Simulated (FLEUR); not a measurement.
# Anisotropy of free Ni(001) film, 1 layer with FLEUR, part 2 of 2

Aim: the anisotropy of free Ni(001) film, 1 layer from single passes in the potential of one collinear state.

FLEUR MaX-R8.1; PBE; all-electron FLAPW film, Dirac cores, scalar-relativistic bands.

So far. Step 2 (Reference state): After 27 cycles the largest moment stands at 1.00 μB.

**5. Spin–orbit coupling, moments along z**

Level of this step: PBE; all-electron FLAPW film, Dirac cores, scalar-relativistic bands with spin-orbit coupling (FLEUR).

Spin–orbit coupling ties the spins to the lattice and lets orbital moments form.

A new self-consistent run of the start ferro +, with the moments along z. The k list default-1 (kpts.xml, not shown) is a Γ-centred 30×30×1 mesh.

The input, inp.xml:

```
<?xml version="1.0" encoding="UTF-8" standalone="no"?>
<fleurInput fleurInputVersion="0.39">
   <comment>
      Ni
   </comment>
   <calculationSetup>
      <cutoffs Kmax="3.66" Gmax="11.0" GmaxXC="11.0" numbands="38"/>
      <scfLoop itmax="150" minDistance="0.00002" maxIterBroyd="15" imix="Anderson" alpha="0.03" precondParam="0.0" spinf="2.0" sdNocoIR="T"/>
      <coreElectrons ctail="T" frcor="F" kcrel="0" coretail_lmax="0"/>
      <xcFunctional name="pbe" relativisticCorrections="F"/>
      <magnetism jspins="2"/>
      <soc l_soc="T" theta="0.0" phi="0.0" spav="F"/>
      <expertModes spex="0" secvar="F"/>
      <geometryOptimization l_f="F" forcealpha="1.0" forcemix="BFGS" epsdisp="0.00001" epsforce="0.00001"/>
      <ldaU l_linMix="F" mixParam="0.05" spinf="1.0"/>
   </calculationSetup>
   <cell>
      <bzIntegration valenceElectrons="18.0" mode="hist" fermiSmearingEnergy="0.00183747">
         <kPointListSelection listName="default-1"/>
         <xi:include xmlns:xi="http://www.w3.org/2001/XInclude" href="kpts.xml"> </xi:include>
      </bzIntegration>
      <xi:include xmlns:xi="http://www.w3.org/2001/XInclude" href="sym.xml"> </xi:include>
      <filmLattice scale="1.0" dVac="5.28" dTilda="7.78">
         <bravaisMatrixFilm>
            <row-1>    4.7086305846658192     0.0000000000000000</row-1>
            <row-2>    0.0000000000000000     4.7086305846658192</row-2>
         </bravaisMatrixFilm>
         <vacuumEnergyParameters vacuum="1" spinUp="-.25" spinDown="-.25"/>
      </filmLattice>
   </cell>
   <atomSpecies>
      <species name="Nickel (Ni1.000" element="Ni" atomicNumber="28">
         <mtSphere radius="2.24" gridPoints="741" logIncrement="0.016"/>
         <atomicCutoffs lmax="8" lnonsphr="6"/>
         <electronConfig flipSpins="F">
            <coreConfig>(1s1/2) (2s1/2) (2p1/2) (2p3/2)</coreConfig>
            <valenceConfig>(3s1/2) (3p1/2) (3p3/2) (4s1/2) (3d3/2) (3d5/2)</valenceConfig>
            <stateOccupation state="(3d3/2)" spinUp="1.6" spinDown="1.6"/>
            <stateOccupation state="(3d5/2)" spinUp="2.9" spinDown="1.9"/>
         </electronConfig>
         <energyParameters s="4" p="4" d="3" f="4"/>
         <lo type="SCLO" l="0" n="3" eDeriv="0"/>
         <lo type="SCLO" l="1" n="3" eDeriv="0"/>
      </species>
   </atomSpecies>
   <atomGroups>
      <atomGroup species="Nickel (Ni1.000">
         <filmPos label="                   1">.0000000000 .0000000000 .0000000000</filmPos>
         <force calculate="T" relaxXYZ="TTT"/>
      </atomGroup>
   </atomGroups>
   <output dos="F" band="F" slice="F">
      <bandDOS minEnergy="-.5*Htr" maxEnergy="0.5*Htr" sigma="0.015" storeEVData="T"/>
      <plotting iplot="0" polar="F">
         <plot TwoD="T" vec1="  1.0  0.0  0.0" vec2="  0.0  1.0  0.0" vec3="  0.0  0.0  1.0" zero="  0.0  0.0 -0.5" file="plot"/>
      </plotting>
      <moessbauerParams electricFieldGradient="F" isomerShift="F" coreHyperfine="F" valenceHyperfine="F"/>
   </output>
</fleurInput>
```

The input, crystal.txt:

```
Ni
&input film=T cartesian=F /
2.49170000000  0.00000000000  0.00000000000
0.00000000000  2.49170000000  0.00000000000
0.00000000000  0.00000000000  1.00000000000
1.8897261246
1.0 1.0 1.0

1
28 0.00000000000  0.00000000000  0.00000000000 : 1.000

&soc 0.0000000 0.0000000 /
&kpt div1=30 div2=30 div3=1 gamma=T /
```

Launch:

```sh
$ OMP_NUM_THREADS=1 inpgen -f crystal.txt > inpgen.log  # inp.xml is then edited as shown
$ OMP_NUM_THREADS=1 mpirun -n 4 fleur_MPI > fleur.log
```

The program printed:

```text
[banner, memory and clock lines left out]
Welcome to FLEUR        (www.flapw.de)
      MaX-Release 8.1          (www.max-centre.eu)

 ========== k-point set info ==========
 Selected k-point list: default-1
 k-point list type: mesh
 0 x 0 x 0
 Number of k points: 228

 [... set-up left out ...]
 Iteration:     1   Distance:      27.79531527 me/bohr^3
 Iteration:     2   Distance:      22.39077150 me/bohr^3
 Iteration:     3   Distance:       8.35902718 me/bohr^3
 Iteration:     4   Distance:       7.59288059 me/bohr^3
 Iteration:     5   Distance:       4.11304043 me/bohr^3
 Iteration:     6   Distance:       3.73787836 me/bohr^3
 Iteration:     7   Distance:       2.57480877 me/bohr^3
 Iteration:     8   Distance:       2.33161060 me/bohr^3
 Iteration:     9   Distance:       0.58844246 me/bohr^3
 Iteration:    10   Distance:       0.56234571 me/bohr^3
 Iteration:    11   Distance:       0.67258099 me/bohr^3
 Iteration:    12   Distance:       0.26504858 me/bohr^3
 Iteration:    13   Distance:       0.27632589 me/bohr^3
 Iteration:    14   Distance:       0.05569825 me/bohr^3
[... lines left out ...]
 Iteration:    22   Distance:       0.00408366 me/bohr^3
 Iteration:    23   Distance:       0.00208323 me/bohr^3
 Iteration:    24   Distance:       0.00034487 me/bohr^3
 Iteration:    25   Distance:       0.00027094 me/bohr^3
 Iteration:    26   Distance:       0.00005577 me/bohr^3
 Iteration:    27   Distance:       0.00002324 me/bohr^3
 Iteration:    28   Distance:       0.00001114 me/bohr^3

 ********************************************************************
 Run finished successfully
 Stop message:
   all done
 ********************************************************************

--- out.xml (last complete iteration) ---
<iteration numberForCurrentRun="   28" overallNumber="   28">
         [... left out ...]
         <bandgap value="0.0012885435" units="eV"/>
         <sumValenceSingleParticleEnergies value="-25.3880738775" units="Htr"/>
         <FermiEnergy value="-0.1887264326" units="Htr"/>
         [... left out ...]
         <magneticMomentsInMTSpheres units="muBohr">
            <globalMagMoment atomType="1" vec="0.00000   0.00000   1.00032"/>
         </magneticMomentsInMTSpheres>
         <orbitalMomentsInMTSpheres units="muBohr">
            <globalMagMoment atomType="1" vec="0.00000   0.00000   0.11274"/>
         </orbitalMomentsInMTSpheres>
         [... left out ...]
         <totalEnergy value="    -1520.7657771238" units="Htr">
            <sumOfEigenvalues value="     -885.9956500805">
               <coreElectrons value="-860.6075762030"/>
               <valenceElectrons value="-25.3880738775"/>
            </sumOfEigenvalues>
         [... left out ...]
            <freeEnergy value="-1520.7665895942"/>
            <extrapolationTo0K value="-1520.7661833590"/>
         </totalEnergy>
         <densityConvergence units="me/bohr^3">
            <chargeDensity spin="1" distance="0.0000023594"/>
            <chargeDensity spin="2" distance="0.0000097028"/>
            <overallChargeDensity distance="0.0000086823"/>
            <spinDensity distance="0.0000111373"/>
         </densityConvergence>
      </iteration>
```

Wall time 70 s (4 MPI ranks of Arm Neoverse V1, shared host); peak memory 0.3 GiB.

Numbers from this step:

```yaml
free_energy: -41382.1671 eV
program_s_band_gap_on_this_mesh_in_a_metal_only_a_level_spacing: 0.001289 eV
magnetization: 0.9594 μB
final_state: ferromagnetic
largest_moment: 1.000 μB
orbital_moment_along_the_spin: 0.1127 μB
```

Orbital moment in the sphere, along the spin axis by atom:

```csv
atom,"orbital moment in the sphere, along the spin axis (μB)"
Ni1,0.113
```

**6. Outcome**

```
reference state                                                             : ferromagnetic
largest sphere moment                                                       : 1.00 μB
easy direction of those tried                                               : the plane normal to z
energy along x less z, force theorem                                        : -0.794 meV a primitive cell
orbital moment on the atom of largest spin, along its spin (spin–orbit run) : 0.113 μB
```

In words: By the force theorem the moments prefer the plane normal to z, with no direction in it resolved; shape anisotropy is not in it, and in a film it favours the plane. The difference for the second direction goes from -0.81 meV (mesh 20×20×1, 34 states, 26 s of CPU time) to -0.79 meV (mesh 30×30×1, 34 states, 50 s). The orbital moment is parallel to the spin, as Hund's third rule has it for a shell over half filled. The state was typed, and no other order was converged beside it, so it need not be the ground state.

[Logs and program files are shortened in this print: banners, set-up blocks, solver, clock and traceback lines can be left out without a mark of their own.]

[Logs are printed without paths, hosts, clocks, repeated set-up lines and the standing remarks that a program may print on its own settings, such as how far it seeks lower states.]

[Hosts, paths, dates, database ids (printed as entryN), source tags and the programs' standing remarks are cut or masked in the printed files.]

[Where a cell is said to come from a database of computed structures, the database is the Materials Project.]
